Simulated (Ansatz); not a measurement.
# Changed inputs in constrained RPA: CsIrF3 (cubic perovskite) (Pm-3m)

Aim: hold the target of a cRPA run on CsIrF3 (cubic perovskite) (Pm-3m) and move one thing at a time.

Calculated with Ansatz 0.2.0; constrained RPA on PBEsol, plane waves, PAW.

The structure was built from a prototype and need not be the compound's stable phase.

## Step 1: Starting point

Symmetry: Pm-3m, No. 221, cubic system. The conventional cell has a = 4.311 Å, b = 4.311 Å, c = 4.311 Å, α = 90.00°, β = 90.00°, γ = 90.00°. Nearest to Cs lie 12 F at 3.05 Å. Ir has 6 F at 2.16 Å nearest. Nearest to F lie 2 Ir at 2.16 Å and 4 Cs at 3.05 Å. Farther neighbours and most contacts between anions are not listed.

The structure was relaxed with PBEsol. The structure type comes from a generator and need not be one that this composition takes. The structure was generated from a model, not taken from a measurement. The runs that relaxed it are not among those shown. The program's search for lower electronic states was switched off, so nothing shows that the state found is the lowest. Spin-orbit coupling is left out unless a step names it. The default PAW set here is soft_2. Its files were made with PBE.

## Step 2: Base: Ir d, bands v4 to c1, 4×4×4 mesh, medium accuracy

Constrained RPA screens the interaction with every transition except those inside the target bands, which a later many-body model would treat itself.

The input, input.yaml:

```yaml
crystal:
  lattice:
    - [0.0, -4.31132543, 0.0]
    - [0.0, 0.0, 4.31132543]
    - [-4.31132543, 0.0, 0.0]
  atoms:
    - { symbol: Cs, position: [0.0, 0.0, 0.0] }
    - { symbol: Ir, position: [0.5, 0.5, 0.5] }
    - { symbol: F, position: [0.5, 0.5, 0.0] }
    - { symbol: F, position: [0.5, 0.0, 0.5] }
    - { symbol: F, position: [0.0, 0.5, 0.5] }
kpoints:
  mp_grid: { grid: [6, 6, 6] }
hamiltonian:
  xc: pbesol
scf:
  occupations: { method: gaussian, width: 0.08 }
  n_extra_bands: 19
  max_iter: 150
  lower_state_search: "off"
output:
  crpa:
    kmesh: [4, 4, 4]
    target_bands: [v4, c1]
    projections: [{ species: Ir, l: d, shell: 5 }]
  local_orbitals:
    kmesh: [8, 8, 8]
    orbitals: [{ species: Ir, l: d, shell: 5 }]
    window: { bands: [v4, c1] }
    seedname: lo
```

Launch:

```console
$ ansatz run input.yaml --threads 4 --pin off --max-ram 9216MiB --backend cpu --events-out ev --progress --plain --runs-dir out
```

Numbers of over 12 decimals in the logs are rounded to 6 here.

The log of the run:

```text
scf.n_extra_bands = 19 over 24 filled bands (N_el = 47.0): the run solves 43 bands
Engine: ansatz 0.2.0, x86_64-unknown-linux-gnu
Pseudopotentials: kind: paw
Pseudopotential: Cs, paw, valence charge 9, recommended cutoff 420 eV (normal), Cs.paw.azcp
Pseudopotential: Ir, paw, valence charge 17, recommended cutoff 420 eV (normal), Ir.paw.azcp
Pseudopotential: F, paw, valence charge 7, recommended cutoff 420 eV (normal), F.paw.azcp
Functional definition: PBEsol
  exchange = pbesol_x
  correlation = pbesol_c
Crystal: 5 atoms, lattice volume = 80.137 Å³
Basis set: ecut = 420 eV, 1551 PW (Γ)
Bands: 43, of which v1, the nominal top of the filled ones, is band 24 counted from 1 (23 counted from 0)
Symmetry: 48 space group operations
Space group: Pm-3m (ITA 221), of the structure as read, at distance tolerance 4.3e-5 Å
k-points: 20 of 216
Non-local potential: Cs, projectors of the file, l = 0: 3, l = 1: 2, l = 2: 2, l = 3: 2
Non-local potential: Ir, projectors of the file, l = 0: 3, l = 1: 2, l = 2: 2, l = 3: 1
Non-local potential: F, projectors of the file, l = 0: 2, l = 1: 2, l = 2: 1
PAW form: soft (Blöchl's): semilocal exchange-correlation on the pseudo side does not see the compensation charge
PAW frozen core: Cs, regenerated for the run's functional, and the local potential with it (the file was generated under x = pbe(κ = 0.804, μ = 0.219515), c = pbe(β = 0.066725))
PAW frozen core: Ir, regenerated for the run's functional, and the local potential with it (the file was generated under x = pbe(κ = 0.804, μ = 0.219515), c = pbe(β = 0.066725))
PAW frozen core: F, regenerated for the run's functional, and the local potential with it (the file was generated under x = pbe(κ = 0.804, μ = 0.219515), c = pbe(β = 0.066725))
PAW one-centre angular grid: Cs, 194 points (default); XC on 64 Gauss nodes
PAW one-centre angular grid: Ir, 590 points (default); XC on 64 Gauss nodes
PAW one-centre angular grid: F, 110 points (default); XC on 64 Gauss nodes
Initial density: superposition of atomic densities (neutral atoms: chi_scale 0, normalization atom), corrected by the library's trained network
Initial wavefunctions: pseudopotential atomic-orbital guess
Functional: x = pbesol(κ = 0.804, μ = 0.123457), c = pbesol(β = 0.046)
SCF iter   1: F=—  HF=-19784.681043 eV  |F-HF|=—  |Δ(HF+E_count)|=         —  Δρ=1.47e-2  dr2=1.07e-1  ethr=1.77e-3  ⟨swp⟩=5.8  Hψ=3868  notcnv=0  defer=126
preconditioner: auto → LDOS  [insulator: Δε(μ)=0.375 eV  Ē_g=18.877 eV  σ=0.080 eV  W_gap=0.83  n_scr=18 (ndim 8)  ℏωp=25.9 eV  f_vac=0.034  D(μ)=2.51/eV (n_scr^D=18)  ε∞_Penn≈2.9  β→1.0]
SCF iter   2: F=—  HF=-19784.677950 eV  |F-HF|=—  |Δ(HF+E_count)|=   3.09e-3  Δρ=1.41e-2  dr2=9.09e-2  ethr=2.29e-4  ⟨swp⟩=2.0  Hψ=1562  notcnv=0  defer=236
[...]
NSCF: frozen V_eff on 38 k-points
NSCF: frozen V_eff on 10 k-points
[...]
cRPA screening: q 1/64
cRPA screening: q 2/64
cRPA screening: q 8/64 (q-point 3)
cRPA screening: q 11/64 (q-point 6)
cRPA screening: q 23/64 (q-point 7)
cRPA screening: q 35/64 (q-point 11)
cRPA screening: q 38/64 (q-point 22)
cRPA screening: q 46/64 (q-point 23)
cRPA screening: q 58/64 (q-point 27)
cRPA screening: q 64/64 (q-point 43)
SCF converged after 6 iterations
Free energy (F): -19784.647962 eV
Harris-Foulkes:  -19784.647962 eV  (|F-HF|=5.36e-9)
Internal energy: -19784.639935 eV  (E = F + TS)
E sigma→0 (E₀):  -19784.643949 eV
Entropy (-TS):   -0.008027 eV (-1.605 meV/atom)
Fermi energy:    9.885155 eV
--- Per-component energies (eV) ---
  E_band       = -369.014730
  E_kinetic    = 1387.248001
  E_local      = -4193.079020  (includes V_loc(G=0)·N_el)
  E_nonlocal   = 331.283238
  E_hartree    = 1643.352616
  E_xc         = -672.915444
  E_vxc        = -727.231340  (∫ρ·V_xc dr)
  E_paw        = -14653.501388  (= ΣΔE_a)
  E_vpaw       = -453.952334  (= ΣTr[D̂ρ^β])
  E_aug_tail   = 0.005891  (compensation charges beyond the density's cutoff)
  E_ewald      = -3627.570603
  E_core_change = 0.536773  (= ΣΔE_core)
  E_smearing   = -0.008027  (= −TS)
  E_closure    = 0.000000  (closes the sum)
  Σ components = -19784.647962   (vs F -19784.647962, Δ=0.00e0)
--- Band table (eV; the first three rows and the last of 20) ---
  k-point 0: bands = [... 20 lower, 7.9993, 7.9993, 7.9993, 9.1056, 9.1056, 10.8173, 14.1410, 14.1410, ... 15 higher]
  k-point 1: bands = [... 20 lower, 8.0117, 8.2546, 8.2546, 9.1133, 9.5765, 11.4017, 14.3417, 14.5759, ... 15 higher]
  k-point 2: bands = [... 20 lower, 8.0368, 8.7372, 8.7372, 9.1273, 10.1041, 12.9143, 14.7765, 15.2087, ... 15 higher]
  k-point 19: bands = [... 20 lower, 9.5656, 9.5656, 9.5656, 12.3201, 12.3201, 14.2309, 14.2309, 14.2309, ... 15 higher]
--- cRPA (band scheme, projected local orbitals): target bands 21..25 (1-based), 5 Wannier function(s), 4×4×4 mesh, 50 bands' worth read of 55 solved, ecut_chi 136.0 eV, v(q+G=0) probe_charge, pair densities all_electron ---
  bands read: the sum over 50 bands ends inside a degenerate multiplet in 4 slots, whose members it reads at an even weight; the widest, k=42: bands 49 to 51 (counted from 1) at 2/3 each
  χ-basis size per q: N_G = 257..304
  window electrons = 7.0000, filled by tetrahedron_uncorrected; constrained ε̄⁻¹(q = 0, 0) head = 0.335166; min gauge Gram eig = 0.6388
  Kanamori averages over each shell's own Wannier functions (sites counted from 0, functions from 1):
    Site 1, 5D, 5 of 5 d orbitals (Wannier functions 1, 2, 3, 4, 5; wannier90's mr 1, 2, 3, 4, 5):
      screened: U = 4.7347 eV, U' = 3.9842 eV, J = 0.3533 eV
      screened d-shell averages: U_bar = F0 = 4.1343 eV, J_bar = 0.5034 eV
      screened, to within: U = 1.2e-2 eV, U' = 1.2e-2 eV, J = 8.7e-4 eV
      screened d-shell averages, to within: U_bar = 9.5e-3 eV, J_bar = 1.3e-3 eV
      bare: V = 13.3203 eV, V' = 12.2872 eV, J = 0.4871 eV
      bare d-shell averages: V_bar = F0 = 12.4938 eV, J_bar = 0.6937 eV
  Hermiticity witness max|P − P†| over intra, direct and exchange elements: 8.88e-15 eV (screened), 7.11e-15 eV (bare)
  Reality witness max|Im| over intra, direct and exchange elements: 5.30e-18 eV (screened), 1.54e-17 eV (bare)
```

Elapsed: 1.9 min, on 4 threads of AMD EPYC 9R45, shared host; peak memory 0.73 GiB; 2.9 min of CPU time.

Numbers from this step:

* U: 4.735 eV
* U prime (inter-orbital): 3.984 eV
* J: 0.3533 eV
* bare V: 13.32 eV
* bare J: 0.4871 eV
* stated bound on U: 0.01115 eV
* U over bare V: 0.3554
* electrons in the window: 7.000
* head of the constrained inverse dielectric matrix: 0.3352
* least eigenvalue of the projection's overlap: 0.6388
* target functions: 5
* bands in the sums: 50
* r.m.s. miss of the model bands: 1.68e-4 eV
* width of the target bands: 4.321 eV
* weight of the projected orbitals in the window: 0.8359

On the Ir d shell, screening brings the on-site interaction from 13.3 eV down to U = 4.73 eV.

## Step 3: Changed: 2×2×2 mesh

Changes to input.yaml since step 2:

```diff
@@ -22,9 +22,4 @@
   crpa:
-    kmesh: [4, 4, 4]
+    kmesh: [2, 2, 2]
     target_bands: [v4, c1]
     projections: [{ species: Ir, l: d, shell: 5 }]
-  local_orbitals:
-    kmesh: [8, 8, 8]
-    orbitals: [{ species: Ir, l: d, shell: 5 }]
-    window: { bands: [v4, c1] }
-    seedname: lo
```

The log of the run:

```text
[...]
Crystal: 5 atoms, lattice volume = 80.137 Å³
Basis set: ecut = 420 eV, 1551 PW (Γ)
Bands: 43, of which v1, the nominal top of the filled ones, is band 24 counted from 1 (23 counted from 0)
Symmetry: 48 space group operations
[...]
k-points: 20 of 216
[...]
SCF iter   1: F=—  HF=-19784.681043 eV  |F-HF|=—  |Δ(HF+E_count)|=         —  Δρ=1.47e-2  dr2=1.07e-1  ethr=1.77e-3  ⟨swp⟩=5.8  Hψ=3868  notcnv=0  defer=126
[...]
SCF iter   6: F=-19784.647962 eV  HF=-19784.647962 eV  |F-HF|=5.36e-9  |Δ(HF+E_count)|=   1.51e-7  Δρ=3.12e-6  dr2=8.41e-9  ethr=2.06e-10  ⟨swp⟩=8.0  Hψ=4205  notcnv=0
SCF 1 converged in 6 iterations: F = -19784.647962 eV  dr2 = 8.41e-9
[...]
NSCF: frozen V_eff on 4 k-points
[...]
cRPA screening: q 1/8
cRPA screening: q 2/8
cRPA screening: q 5/8 (q-point 4)
cRPA screening: q 8/8
SCF converged after 6 iterations
Free energy (F): -19784.647962 eV
[...]
Internal energy: -19784.639935 eV  (E = F + TS)
E sigma→0 (E₀):  -19784.643949 eV
Entropy (-TS):   -0.008027 eV (-1.605 meV/atom)
Fermi energy:    9.885155 eV
[...]
--- Band table (eV; the first three rows and the last of 20) ---
  k-point 0: bands = [... 20 lower, 7.9993, 7.9993, 7.9993, 9.1056, 9.1056, 10.8173, 14.1410, 14.1410, ... 15 higher]
  k-point 1: bands = [... 20 lower, 8.0117, 8.2546, 8.2546, 9.1133, 9.5765, 11.4017, 14.3417, 14.5759, ... 15 higher]
  k-point 2: bands = [... 20 lower, 8.0368, 8.7372, 8.7372, 9.1273, 10.1041, 12.9143, 14.7765, 15.2087, ... 15 higher]
  k-point 19: bands = [... 20 lower, 9.5656, 9.5656, 9.5656, 12.3201, 12.3201, 14.2309, 14.2309, 14.2309, ... 15 higher]
[...]
χ-basis size per q: N_G = 257..304
[...]
screened: U = 4.9786 eV, U' = 4.2138 eV, J = 0.3608 eV
      screened d-shell averages: U_bar = F0 = 4.3668 eV, J_bar = 0.5138 eV
      screened, to within: U = 1.1e-2 eV, U' = 1.1e-2 eV, J = 8.4e-4 eV
      screened d-shell averages, to within: U_bar = 8.8e-3 eV, J_bar = 1.3e-3 eV
      bare: V = 13.6292 eV, V' = 12.5834 eV, J = 0.4961 eV
      bare d-shell averages: V_bar = F0 = 12.7926 eV, J_bar = 0.7052 eV
[...]
```

Elapsed: 15 s, on 4 threads; peak memory 0.63 GiB; 22 s of CPU time.

Numbers from this step:

- U: 4.979 eV
- U prime (inter-orbital): 4.214 eV
- J: 0.3608 eV
- bare V: 13.63 eV
- bare J: 0.4961 eV
- stated bound on U: 0.01035 eV
- U over bare V: 0.3653
- electrons in the window: 7.000
- head of the constrained inverse dielectric matrix: 0.3110
- least eigenvalue of the projection's overlap: 0.6388
- target functions: 5
- bands in the sums: 50
- width of the target bands: 4.321 eV
- weight of the projected orbitals in the window: 0.8359

On the Ir d shell, screening brings the on-site interaction from 13.6 eV down to U = 4.98 eV.

## Step 4: Changed: smooth pair densities

Changes to input.yaml since step 3:

```diff
@@ -22,4 +22,5 @@
   crpa:
-    kmesh: [2, 2, 2]
+    kmesh: [4, 4, 4]
     target_bands: [v4, c1]
     projections: [{ species: Ir, l: d, shell: 5 }]
+    pair_densities: pseudo
```

The log of the run:

```text
[...]
Crystal: 5 atoms, lattice volume = 80.137 Å³
Basis set: ecut = 420 eV, 1551 PW (Γ)
Bands: 43, of which v1, the nominal top of the filled ones, is band 24 counted from 1 (23 counted from 0)
Symmetry: 48 space group operations
[...]
k-points: 20 of 216
[...]
screened, to within: U = 5.6e-3 eV, U' = 5.5e-3 eV, J = 3.3e-4 eV
      screened d-shell averages, to within: U_bar = 4.8e-3 eV, J_bar = 5.2e-4 eV
      screened, sum over states alone: U = 5.1917 eV, U' = 4.2804 eV, J = 0.4253 eV
      screened d-shell averages, sum over states alone: U_bar = F0 = 4.4627 eV, J_bar = 0.6075 eV
      bare: V = 13.3203 eV, V' = 12.2872 eV, J = 0.4871 eV
      bare d-shell averages: V_bar = F0 = 12.4938 eV, J_bar = 0.6937 eV
[...]
[key lines of the parts left out:]
SCF converged after 6 iterations
Free energy (F): -19784.647962 eV
Fermi energy:    9.885155 eV
```

It took 1.9 min on 4 threads; peak memory 0.63 GiB; 3.2 min of CPU time.

This step gave:

```
U                                                 : 4.763 eV
U prime (inter-orbital)                           : 3.986 eV
J                                                 : 0.3667 eV
bare V                                            : 13.32 eV
bare J                                            : 0.4871 eV
stated bound on U                                 : 0.005500 eV
U over bare V                                     : 0.3576
electrons in the window                           : 7.000
head of the constrained inverse dielectric matrix : 0.3357
least eigenvalue of the projection's overlap      : 0.6388
target functions                                  : 5
bands in the sums                                 : 50
width of the target bands                         : 4.321 eV
weight of the projected orbitals in the window    : 0.8359
```

On the Ir d shell, screening brings the on-site interaction from 13.3 eV down to U = 4.76 eV.

## Step 5: Changed: accuracy high

Changes to input.yaml since step 4:

```diff
@@ -25,2 +25,2 @@
     projections: [{ species: Ir, l: d, shell: 5 }]
-    pair_densities: pseudo
+    accuracy: high
```

The log of the run:

```text
[...]
Crystal: 5 atoms, lattice volume = 80.137 Å³
Basis set: ecut = 420 eV, 1551 PW (Γ)
Bands: 43, of which v1, the nominal top of the filled ones, is band 24 counted from 1 (23 counted from 0)
Symmetry: 48 space group operations
[...]
k-points: 20 of 216
[...]
χ-basis size per q: N_G = 257..304
[...]
screened: U = 4.7367 eV, U' = 3.9859 eV, J = 0.3535 eV
      screened d-shell averages: U_bar = F0 = 4.1361 eV, J_bar = 0.5037 eV
      screened, to within: U = 5.0e-4 eV, U' = 5.0e-4 eV, J = 5.0e-5 eV
      screened d-shell averages, to within: U_bar = 4.2e-4 eV, J_bar = 7.2e-5 eV
      bare: V = 13.3203 eV, V' = 12.2872 eV, J = 0.4871 eV
      bare d-shell averages: V_bar = F0 = 12.4938 eV, J_bar = 0.6937 eV
[...]
[key lines of the parts left out:]
SCF converged after 6 iterations
Free energy (F): -19784.647962 eV
Fermi energy:    9.885155 eV
```

Wall time 2.8 min (4 threads); peak memory 0.86 GiB.

This step gave:

```
U                                                 : 4.737 eV
U prime (inter-orbital)                           : 3.986 eV
J                                                 : 0.3535 eV
bare V                                            : 13.32 eV
bare J                                            : 0.4871 eV
stated bound on U                                 : 4.99e-4 eV
U over bare V                                     : 0.3556
electrons in the window                           : 7.000
head of the constrained inverse dielectric matrix : 0.3352
least eigenvalue of the projection's overlap      : 0.6388
target functions                                  : 5
bands in the sums                                 : 50
width of the target bands                         : 4.321 eV
weight of the projected orbitals in the window    : 0.8359
```

On the Ir d shell, screening brings the on-site interaction from 13.3 eV down to U = 4.74 eV.

## Step 6: Changed: a wide Fermi-Dirac smearing

Changes to input.yaml since step 5:

```diff
@@ -16,3 +16,3 @@
 scf:
-  occupations: { method: gaussian, width: 0.08 }
+  occupations: { method: fermi_dirac, width: 1.0 }
   n_extra_bands: 19
@@ -25,2 +25 @@
     projections: [{ species: Ir, l: d, shell: 5 }]
-    accuracy: high
```

The log of the run:

```text
scf.n_extra_bands = 19 over 24 filled bands (N_el = 47.0): the run solves 43 bands
Engine: ansatz 0.2.0, x86_64-unknown-linux-gnu
Pseudopotentials: kind: paw
Pseudopotential: Cs, paw, valence charge 9, recommended cutoff 420 eV (normal), Cs.paw.azcp
Pseudopotential: Ir, paw, valence charge 17, recommended cutoff 420 eV (normal), Ir.paw.azcp
Pseudopotential: F, paw, valence charge 7, recommended cutoff 420 eV (normal), F.paw.azcp
Functional definition: PBEsol
[...]
k-point 2: bands = [... 20 lower, 7.8043, 8.5238, 8.5238, 9.0190, 10.0097, 12.8682, 14.7900, 15.2054, ... 15 higher]
  k-point 19: bands = [... 20 lower, 9.3558, 9.3558, 9.3558, 12.2720, 12.2720, 14.2127, 14.2127, 14.2127, ... 15 higher]
Error: cRPA refused: cRPA: band v10 at k-index 0 must be full below output.crpa.target_bands = [v4, c1] or empty above, but its occupation deviates by 2.71e-3 of a full band (tolerance 1e-3). Include the band in the window or, for the tail of a fermi_dirac temperature, lower scf.occupations.width or leave the width out
[key lines of the parts left out:]
SCF converged after 6 iterations
Free energy (F): -19787.919537 eV
Fermi energy:    10.320223 eV
```

Run time: 2.5 s. Hardware: 4 threads; peak memory 0.54 GiB.

The self-consistent loop converged; the step after it was not made. The program's words: cRPA refused: cRPA: band v10 at k-index 0 must be full below output.crpa.target_bands = [v4, c1] or empty above, but its occupation deviates by 2.71e-3 of a full band (tolerance 1e-3). Include the band in the window or, for the tail of a fermi_dirac temperature, lower scf.occupations.width or leave the width out

The fault put into this input: a wide Fermi-Dirac smearing.

(Part 1 of 2 ends here.)

[Paths, hosts, dates, memory and timing lines, banners, echoed tables and standing remarks are left out of the program output.]

[Logs are printed without paths, hosts, clocks, repeated set-up lines and the standing remarks that a program may print on its own settings, such as how far it seeks lower states.]

[Runs of the session that timed out or met a known fault of the program may be left out.]

[Hosts, paths, dates, database ids (printed as entryN), source tags and the programs' standing remarks are cut or masked in the printed files.]
